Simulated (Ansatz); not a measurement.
# W wire of staggered 6-rings about a central row: bands by functional and under strain, part 3 of 3

What gap, if any, does the W wire of staggered 6-rings about a central row have, and how does it change with the functional and under strain?

Ansatz 0.2.0; DFT PBE, plane waves, PAW; relaxation of a wire's period (the session's first sound run).

So far. Step 6 (Levels at the same atoms, cutoff 500 eV, k-mesh 1×1×13): Bands cross the Fermi level, as under PBE at the relaxed period. Step 7 (With spin-orbit coupling, k-mesh 1×1×11): Bands cross the Fermi level, as under PBE at the relaxed period, with no moment.

## 8. At a strained period, period over the relaxed period 1.03, k-mesh 1×1×12

This step: DFT PBE, plane waves, PAW; relaxation at a fixed period (Ansatz 0.2.0).

The period is set to 1.03 times the relaxed one and the atoms relax within it: strain changes bond lengths and angles, which shifts the bands against each other. Against the first PBE run of this kind, the mesh along the wire has 12 points against 17.

The cell differs from the one that the last finished run ended in (c 4.971 → 5.120 Å).

Contents of input.yaml:

```yaml
crystal:
  lattice:
    - [12.291, 0.0, 0.0]
    - [0.0, 12.291, 0.0]
    - [0.0, 0.0, 5.1201252718]
  atoms:
    - { symbol: W, position: [0.284097323, 0.499983771, 0.0], spin: 1.6 }
    - { symbol: W, position: [0.395653216, 0.677770831, 0.0], spin: 1.6 }
    - { symbol: W, position: [0.395653216, 0.322196711, 0.0], spin: 1.6 }
    - { symbol: W, position: [0.604314326, 0.677770831, 0.0], spin: 1.6 }
    - { symbol: W, position: [0.604314326, 0.322196711, 0.0], spin: 1.6 }
    - { symbol: W, position: [0.715870219, 0.499983771, 0.0], spin: 1.6 }
    - { symbol: W, position: [0.499983771, 0.499983771, 0.25], spin: 1.6 }
    - { symbol: W, position: [0.322196711, 0.604314326, 0.5], spin: 1.6 }
    - { symbol: W, position: [0.322196711, 0.395653216, 0.5], spin: 1.6 }
    - { symbol: W, position: [0.499983771, 0.715870219, 0.5], spin: 1.6 }
    - { symbol: W, position: [0.499983771, 0.284097323, 0.5], spin: 1.6 }
    - { symbol: W, position: [0.677770831, 0.604314326, 0.5], spin: 1.6 }
    - { symbol: W, position: [0.677770831, 0.395653216, 0.5], spin: 1.6 }
    - { symbol: W, position: [0.499983771, 0.499983771, 0.75], spin: 1.6 }
magnetization:
  spin_polarized: true
kpoints:
  mp_grid: { grid: [1, 1, 12] }
  band_path: { path: ["Γ", Z], npoints: 50 }
scf:
  occupations: { method: fermi_dirac, width: 0.05 }
hamiltonian:
  xc: pbe
relax:
  max_steps: 40
  f_tol: 0.02
output:
  stress: true
```

On the command line:

```sh
$ ansatz run input.yaml --threads 4 --pin off --max-ram 16384MiB --backend cpu --events-out ev --progress --plain --runs-dir out
```

Numbers of over 12 decimals in the logs are rounded to 6 here.

Log:

```text
Warning: output.stress: scf.convergence.dr2_threshold = 1e-7 eV (the SCF's general default) is looser than the 1.4e-9 eV advised for a printed stress (1e-10 eV for each atom of the cell: 14). What an SCF threshold leaves in a stress goes as its square root, and in the free energy as the threshold itself, and one threshold admits the most on a small cell: [figures from the program's tests cut] Every solve of this run  [...]
[...]
Crystal: 14 atoms, lattice volume = 773.491 Å³
Basis set: ecut = 420 eV, 15169 PW (Γ), exchange–correlation on 180×180×72 points (8 copies of the dense FFT grid, shifted against one another)
Bands: 132, of which v1, the nominal top of the filled ones, is band 98 counted from 1 (97 counted from 0)
Symmetry: 16 space group operations
[...]
k-points: 7 of 12
[...]
Starting moments: Σ|m| = 22.4 μB on 14 of 14 sites
[...]
SCF iter   1: F=—  HF=-145363.941507 eV  |F-HF|=—  |Δ(HF+E_count)|=         —  Δρ=2.72e-2 (↑2.72e-2 ↓2.66e-2)  dr2=6.59e1  dr2_m=2.09e0  M=11.333 μB ∫|m|=11.333 μB  β_m=0.30  ethr=3.10e-3  ⟨swp⟩=9.4  Hψ=8551  notcnv=0  defer=2
[...]
SCF iter  13: F=-145361.460643 eV  HF=-145361.460643 eV  |F-HF|=7.89e-9  |Δ(HF+E_count)|=   2.56e-7  Δρ=1.74e-6 (↑1.74e-6 ↓1.42e-6)  dr2=3.79e-8  dr2_m=1.24e-8  M=0.000 μB ∫|m|=0.002 μB  ethr=4.01e-11  ⟨swp⟩=1.0  Hψ=5984  notcnv=0
[...]
SCF 1 converged in 13 iterations: F = -145361.460643 eV  dr2 = 3.79e-8
[...]
relax step   1: F+E_penalty+E_count = -145361.46064275 eV  Δ(F+E_penalty+E_count) = +0.000e0 eV  max|allowed force component| = 5.955e-1 eV/Å  Δτ_max = 0.0000 Å  (13 SCF iters, dr2 threshold 1.00e-5 eV, accepted)
[...]
SCF iter   9: F=-145361.212294 eV  HF=-145361.212294 eV  |F-HF|=3.82e-8  |Δ(HF+E_count)|=   8.27e-7  Δρ=3.02e-6 (↑2.65e-6 ↓3.02e-6)  dr2=1.75e-7  dr2_m=3.90e-8  M=-0.002 μB ∫|m|=0.003 μB  ethr=4.57e-10  ⟨swp⟩=1.1  Hψ=5244  notcnv=0
[...]
SCF 2 converged in 9 iterations: F = -145361.212294 eV  dr2 = 1.75e-7
[...]
relax step   2: F+E_penalty+E_count = -145361.21229440 eV  Δ(F+E_penalty+E_count) = +2.483e-1 eV  max|allowed force component| = 1.120e0 eV/Å  Δτ_max = 0.1115 Å  (9 SCF iters, dr2 threshold 2.22e-5 eV, rejected (line search))
[...]
SCF iter  11: F=-145361.611627 eV  HF=-145361.611627 eV  |F-HF|=1.75e-10  |Δ(HF+E_count)|=   2.74e-9  Δρ=1.56e-7 (↑1.25e-7 ↓1.56e-7)  dr2=2.62e-10  dr2_m=1.20e-10  M=0.000 μB ∫|m|=0.000 μB  ethr=1.64e-12  ⟨swp⟩=1.0  Hψ=5692  notcnv=0
[...]
SCF 3 converged in 11 iterations: F = -145361.611627 eV  dr2 = 2.62e-10
relax step   3: F+E_penalty+E_count = -145361.61162735 eV  Δ(F+E_penalty+E_count) = -1.510e-1 eV  max|allowed force component| = 1.401e-1 eV/Å  Δτ_max = 0.0545 Å  (11 SCF iters, accepted)
[...]
relax step   4: F+E_penalty+E_count = -145361.61565800 eV  Δ(F+E_penalty+E_count) = -4.031e-3 eV  max|allowed force component| = 8.550e-2 eV/Å  Δτ_max = 0.0048 Å  (7 SCF iters, dr2 threshold 1.23e-6 eV, accepted)
[...]
relax step   5: F+E_penalty+E_count = -145361.61841006 eV  Δ(F+E_penalty+E_count) = -2.752e-3 eV  max|allowed force component| = 2.386e-2 eV/Å  Δτ_max = 0.0078 Å  (8 SCF iters, dr2 threshold 4.57e-7 eV, accepted)
[...]
relax step   6: F+E_penalty+E_count = -145361.61835235 eV  Δ(F+E_penalty+E_count) = +5.770e-5 eV  max|allowed force component| = 2.481e-2 eV/Å  Δτ_max = 0.0045 Å  (9 SCF iters, rejected (line search))
[...]
relax step   7: F+E_penalty+E_count = -145361.61841006 eV  Δ(F+E_penalty+E_count) = -2.765e-9 eV  max|allowed force component| = 2.385e-2 eV/Å  Δτ_max = 0.0000 Å  (9 SCF iters, accepted)
[...]
relax step   8: F+E_penalty+E_count = -145361.61835240 eV  Δ(F+E_penalty+E_count) = +5.766e-5 eV  max|allowed force component| = 2.481e-2 eV/Å  Δτ_max = 0.0045 Å  (9 SCF iters, rejected (line search))
SCF iter   1: F=—  HF=-145361.617423 eV  |F-HF|=—  |Δ(HF+E_count)|=         —  Δρ=1.48e-4 (↑1.28e-4 ↓1.48e-4)  dr2=1.15e-4  dr2_m=7.87e-5  M=0.000 μB ∫|m|=0.007 μB  β_m=0.65  ethr=7.85e-7  ⟨swp⟩=2.7  Hψ=2967  notcnv=0  defer=150
[...]
SCF iter   8: F=-145361.618509 eV  HF=-145361.618509 eV  |F-HF|=0.00e0  |Δ(HF+E_count)|=  7.86e-10  Δρ=1.36e-7 (↑1.36e-7 ↓1.25e-7)  dr2=1.99e-10  dr2_m=1.06e-10  M=0.000 μB ∫|m|=0.000 μB  ethr=1.00e-12  ⟨swp⟩=1.0  Hψ=5255  notcnv=0
[...]
SCF 9 converged in 8 iterations: F = -145361.618509 eV  dr2 = 1.99e-10
relax step   9: F+E_penalty+E_count = -145361.61850934 eV  Δ(F+E_penalty+E_count) = -9.928e-5 eV  max|allowed force component| = 3.078e-4 eV/Å  Δτ_max = 0.0019 Å  (8 SCF iters, accepted)
[...]
the band table was solved once a step of the walk had ended and its energy, with any forces and stress, was formed, with the checks that follow a solve (9642 applications of the Hamiltonian). They found nothing against the state; the energy, forces and stress were not computed again (output.eigenvalues in the input reference)
[...]
SCF converged after 8 iterations
Magnetization: 0.0000 μB (98.0000 up, 98.0000 down)
Absolute magnetization: 0.0002 μB (∫|ρ↑−ρ↓|, with the PAW one-centre terms)
[...]
Per-site moments (μB) at R_I (Å): [(1.4592787272536879e-5, 1.039183), (-5.625463368671073e-6, 1.039183), (-5.6254633687510885e-6, 1.039183), (-5.625463368656978e-6, 1.039183), (-5.625463368847749e-6, 1.039183), (1.4592787272639294e-5, 1.039183), (1.5828477901014788e-6, 1.056026), (-5.625463368763877e-6, 1.039183), (-5.625463368550354e-6, 1.039183), (1.4592787272624786e-5, 1.039183), (1.4592787272600594e-5, 1.039183), (-5.6254633685987065e-6, 1.039183), (-5.625463368726541e-6, 1.039183), (1.5828477901703502e-6, 1.056026)]
Free energy (F): -145361.618509 eV
[...]
Internal energy: -145361.486215 eV  (E = F + TS)
E sigma→0 (E₀):  -145361.552362 eV
Entropy (-TS):   -0.132294 eV (-9.450 meV/atom)
Fermi energy:    3.708087 eV
[...]
--- Forces (eV/Å), atoms counted from 1 ---
  atom   1  W      0.00030781     0.00000000     0.00000000
  atom   2  W     -0.00022906     0.00006423     0.00000000
  atom   3  W     -0.00022906    -0.00006423     0.00000000
  atom   4  W      0.00022906     0.00006423     0.00000000
  atom   5  W      0.00022906    -0.00006423     0.00000000
  atom   6  W     -0.00030781     0.00000000     0.00000000
  atom   7  W      0.00000000    -0.00000000    -0.00000000
  atom   8  W     -0.00006423     0.00022906     0.00000000
  atom   9  W     -0.00006423    -0.00022906     0.00000000
  atom  10  W      0.00000000    -0.00030781     0.00000000
  atom  11  W      0.00000000     0.00030781     0.00000000
  atom  12  W      0.00006423     0.00022906     0.00000000
  atom  13  W      0.00006423    -0.00022906     0.00000000
  atom  14  W      0.00000000    -0.00000000     0.00000000
  max |Σ_I F_I| component: 8.13e-20 eV/Å
--- Stress (GPa, compression-positive) ---
       -0.079977       0.000000       0.000000
        0.000000      -0.079977       0.000000
        0.000000       0.000000      -1.109144
  P = ⅓ Tr σ = -0.4230 GPa (-4.230 kbar)
--- Band table (eV; the first three rows and the last of 14) ---
  k-point 0 ↑: bands = [... 94 lower, 2.9962, 2.9962, 3.2387, 3.4906, 3.5517, 3.9578, 3.9578, 3.9591, ... 30 higher]
  k-point 1 ↑: bands = [... 94 lower, 3.3518, 3.3722, 3.3722, 3.5886, 3.6071, 3.8549, 3.8549, 3.9443, ... 30 higher]
  k-point 2 ↑: bands = [... 94 lower, 3.5078, 3.5078, 3.5666, 3.7505, 3.7505, 3.7596, 3.8092, 3.9159, ... 30 higher]
  k-point 6 ↓: bands = [... 94 lower, 3.2152, 3.2152, 3.4269, 3.4269, 4.0312, 4.0312, 4.2862, 4.2862, ... 30 higher]
--- Relaxed structure (9 steps of the walk, 6 accepted, 0 SCFs on fresh bases) ---
  F+E_penalty+E_count = -145361.61850934 eV   max|allowed force component| = 3.078e-4 eV/Å
  atoms:
    - { symbol: W, position: [0.285977, 0.499983771, 0] }
    - { symbol: W, position: [0.395233, 0.673402, 0] }
    - { symbol: W, position: [0.395233, 0.326565, 0] }
    - { symbol: W, position: [0.604734, 0.673402, 0] }
    - { symbol: W, position: [0.604734, 0.326565, 0] }
    - { symbol: W, position: [0.713990, 0.499983771, 0] }
    - { symbol: W, position: [0.499983771, 0.499983771, 0.250000] }
    - { symbol: W, position: [0.326565, 0.604734, 0.500000] }
    - { symbol: W, position: [0.326565, 0.395233, 0.500000] }
    - { symbol: W, position: [0.499983771, 0.713990, 0.500000] }
    - { symbol: W, position: [0.499983771, 0.285977, 0.500000] }
    - { symbol: W, position: [0.673402, 0.604734, 0.500000] }
    - { symbol: W, position: [0.673402, 0.395233, 0.500000] }
    - { symbol: W, position: [0.499983771, 0.499983771, 0.750000] }
```

Wall time 8 min (4 threads of Intel Xeon Platinum 8375C at 2.90GHz (Ice Lake), shared host); peak memory 5.3 GiB; 30 min of CPU time.

Step by step:

```tsv
step	energy less that of the first step (eV)	largest force component (eV/Å)
1	0.0000	0.5955
2	0.2483	1.1198
3	-0.1510	0.1401
4	-0.1550	0.0855
5	-0.1578	0.0239
6	-0.1577	0.0248
7	-0.1578	0.0239
8	-0.1577	0.0248
9	-0.1579	0.0003
```

Relaxation steps 2, 6, 8 were tried and not accepted.

The run keeps the 16 symmetry operations that it works with, so distortions that break them were not tested.

The atoms that moved most (Å):

```tsv
atom	dx	dy	dz	length
W4	0.005	-0.054	0.000	0.054
W5	0.005	0.054	0.000	0.054
W8	0.054	0.005	0.000	0.054
W12	-0.054	0.005	0.000	0.054
W3	-0.005	0.054	0.000	0.054
W13	-0.054	-0.005	0.000	0.054
W9	0.054	-0.005	0.000	0.054
W2	-0.005	-0.054	0.000	0.054
```

Final coordinates:

```xyz
14
Lattice="12.2910 0.0000 0.0000 0.0000 12.2910 0.0000 0.0000 0.0000 5.1201" Properties=species:S:1:pos:R:3
W     3.5149    6.1453    0.0000
W     4.8578    8.2768    0.0000
W     4.8578    4.0138    0.0000
W     7.4328    8.2768    0.0000
W     7.4328    4.0138    0.0000
W     8.7757    6.1453    0.0000
W     6.1453    6.1453    1.2800
W     4.0138    7.4328    2.5601
W     4.0138    4.8578    2.5601
W     6.1453    8.7757    2.5601
W     6.1453    3.5149    2.5601
W     8.2768    7.4328    2.5601
W     8.2768    4.8578    2.5601
W     6.1453    6.1453    3.8401
```

This step gave:

```yaml
energy_at_zero_smearing: -145361.5524 eV
```

Bands cross the Fermi level, as under PBE at the relaxed period, with no moment.

## 9. Strain along the wire, period over the relaxed period 1.1, k-mesh 1×1×11

The period is set to 1.1 times the relaxed one and the atoms relax within it: strain changes bond lengths and angles, which shifts the bands against each other. Against the first PBE run of this kind, the mesh along the wire has 11 points against 17.

The cell differs from the one that the last finished run ended in (c 5.120 → 5.468 Å).

input.yaml, as its differences from that of step 8:

```diff
@@ -4,3 +4,3 @@
     - [0.0, 12.291, 0.0]
-    - [0.0, 0.0, 5.1201252718]
+    - [0.0, 0.0, 5.4680949504]
   atoms:
@@ -23,3 +23,3 @@
 kpoints:
-  mp_grid: { grid: [1, 1, 12] }
+  mp_grid: { grid: [1, 1, 11] }
   band_path: { path: ["Γ", Z], npoints: 50 }
```

Log:

```text
[...]
Crystal: 14 atoms, lattice volume = 826.058 Å³
Basis set: ecut = 420 eV, 16171 PW (Γ), exchange–correlation on 180×180×80 points (8 copies of the dense FFT grid, shifted against one another)
Bands: 132, of which v1, the nominal top of the filled ones, is band 98 counted from 1 (97 counted from 0)
[...]
- { symbol: W, position: [0.331831, 0.601977, 0.500000] }
    - { symbol: W, position: [0.331831, 0.397991, 0.500000] }
    - { symbol: W, position: [0.499983771, 0.709568, 0.500000] }
    - { symbol: W, position: [0.499983771, 0.290399, 0.500000] }
    - { symbol: W, position: [0.668136, 0.601977, 0.500000] }
    - { symbol: W, position: [0.668136, 0.397991, 0.500000] }
    - { symbol: W, position: [0.499983771, 0.499983771, 0.750000] }
[key lines of the parts left out:]
SCF converged after 6 iterations
Magnetization: -0.0001 μB (97.9999 up, 98.0001 down)
Free energy (F): -145360.856004 eV
Fermi energy:    3.399208 eV
P = ⅓ Tr σ = -1.3204 GPa (-13.204 kbar)
```

The job ended after 5.9 min (4 threads; peak memory 5.6 GiB).

Relaxation path:

```tsv
step	energy less that of the first step (eV)	largest force component (eV/Å)
1	0.0000	1.8204
2	-0.6068	1.5575
3	-1.2639	0.2100
4	-1.2749	0.0996
5	-1.2768	0.0232
6	-1.2769	0.0141
```

The run keeps the 16 symmetry operations that it works with, so distortions that break them were not tested.

The atoms that moved most (Å):

```tsv
atom	dx	dy	dz	length
W3	0.029	0.118	0.000	0.122
W9	0.118	0.029	0.000	0.122
W8	0.118	-0.029	0.000	0.122
W5	-0.029	0.118	0.000	0.122
W13	-0.118	0.029	0.000	0.122
W2	0.029	-0.118	0.000	0.122
W4	-0.029	-0.118	0.000	0.122
W12	-0.118	-0.029	0.000	0.122
```

This step gave:

- energy at zero smearing: -145360.7968 eV

Bands cross the Fermi level, as under PBE at the relaxed period, with no moment.

## 10. A repeat with changed settings: magnetization = {"spin_polarized": true}

This step: DFT LDA, plane waves, PAW; bands of a perfect wire at the PBE geometry; changed: magnetization = {"spin_polarized": true} (Ansatz 0.2.0).

The atoms of the band run (LDA) are kept and the input is varied, to see whether the result depends on it.

Contents of input.yaml:

```yaml
crystal:
  lattice:
    - [12.291, 0.0, 0.0]
    - [0.0, 12.291, 0.0]
    - [0.0, 0.0, 4.9709954095]
  atoms:
    - { symbol: W, position: [0.284097323, 0.499983771, 0.0], spin: 0.2 }
    - { symbol: W, position: [0.395653216, 0.677770831, 0.0], spin: 0.2 }
    - { symbol: W, position: [0.395653216, 0.322196711, 0.0], spin: 0.2 }
    - { symbol: W, position: [0.604314326, 0.677770831, 0.0], spin: 0.2 }
    - { symbol: W, position: [0.604314326, 0.322196711, 0.0], spin: 0.2 }
    - { symbol: W, position: [0.715870219, 0.499983771, 0.0], spin: 0.2 }
    - { symbol: W, position: [0.499983771, 0.499983771, 0.25], spin: 0.2 }
    - { symbol: W, position: [0.322196711, 0.604314326, 0.5], spin: 0.2 }
    - { symbol: W, position: [0.322196711, 0.395653216, 0.5], spin: 0.2 }
    - { symbol: W, position: [0.499983771, 0.715870219, 0.5], spin: 0.2 }
    - { symbol: W, position: [0.499983771, 0.284097323, 0.5], spin: 0.2 }
    - { symbol: W, position: [0.677770831, 0.604314326, 0.5], spin: 0.2 }
    - { symbol: W, position: [0.677770831, 0.395653216, 0.5], spin: 0.2 }
    - { symbol: W, position: [0.499983771, 0.499983771, 0.75], spin: 0.2 }
kpoints:
  mp_grid: { grid: [1, 1, 13] }
  band_path: { path: ["Γ", Z], npoints: 50 }
scf:
  occupations: { method: fermi_dirac, width: 0.05 }
hamiltonian:
  xc: lda
magnetization:
  spin_polarized: true
```

Log:

```text
[...]
Crystal: 14 atoms, lattice volume = 750.962 Å³
Basis set: ecut = 420 eV, 14665 PW (Γ)
Bands: 120, of which v1, the nominal top of the filled ones, is band 98 counted from 1 (97 counted from 0)
Symmetry: 16 space group operations
[...]
k-points: 7 of 13
[...]
Starting moments: Σ|m| = 2.8 μB on 14 of 14 sites
[...]
k-point 0 ↑: bands = [... 94 lower, 2.9339, 3.0054, 3.0054, 3.1620, 3.1882, 3.8593, 3.8593, 3.8686, ... 18 higher]
  k-point 1 ↑: bands = [... 94 lower, 3.0782, 3.2042, 3.2409, 3.2409, 3.2986, 3.8243, 3.8243, 3.9143, ... 18 higher]
  k-point 2 ↑: bands = [... 94 lower, 3.3003, 3.3347, 3.5335, 3.6181, 3.6181, 3.6510, 3.6510, 3.7729, ... 18 higher]
  k-point 6 ↓: bands = [... 94 lower, 3.0765, 3.1220, 3.1624, 3.3813, 3.6360, 3.6916, 3.6982, 4.3601, ... 18 higher]
[key lines of the parts left out:]
SCF converged after 12 iterations
Magnetization: 0.0000 μB (98.0000 up, 98.0000 down)
Free energy (F): -141789.127930 eV
Fermi energy:    3.590382 eV
```

Run time: 2 min. Hardware: 4 threads; peak memory 4.6 GiB; 7.8 min of CPU time.

Numbers from this step:

| Quantity | Value |
| --- | --- |
| energy at zero smearing | -141789.0451 eV |

It took 2 min against 51 s for the run it varies.

No moment survives the cycle: this start ends non-magnetic.

## 11. All levels side by side

## 12. What came out

| Property | Result |
| --- | --- |
| cell length, PBE | 4.971 Å |
| gap, period scaled by 1.03 | none |
| gap, period scaled by 1.1 | none |
| ballistic conductance by band crossings, a lower bound, PBE | 11 G₀ |

In words: Under PBE the cell's length is 4.97 Å, no moment survives, and the bands cross the Fermi level 11 times between Γ and Z, which gives a perfect wire at least 11 G₀ (opposite crossings within one step of the path cancel in such a count). In the perfect wire the moments were started parallel, and no opposed start was run.

[Logs are printed without paths, hosts, clocks, repeated set-up lines and the standing remarks that a program may print on its own settings, such as how far it seeks lower states.]

[Hosts, paths, dates, database ids (printed as entryN), source tags and the programs' standing remarks are cut or masked in the printed files.]
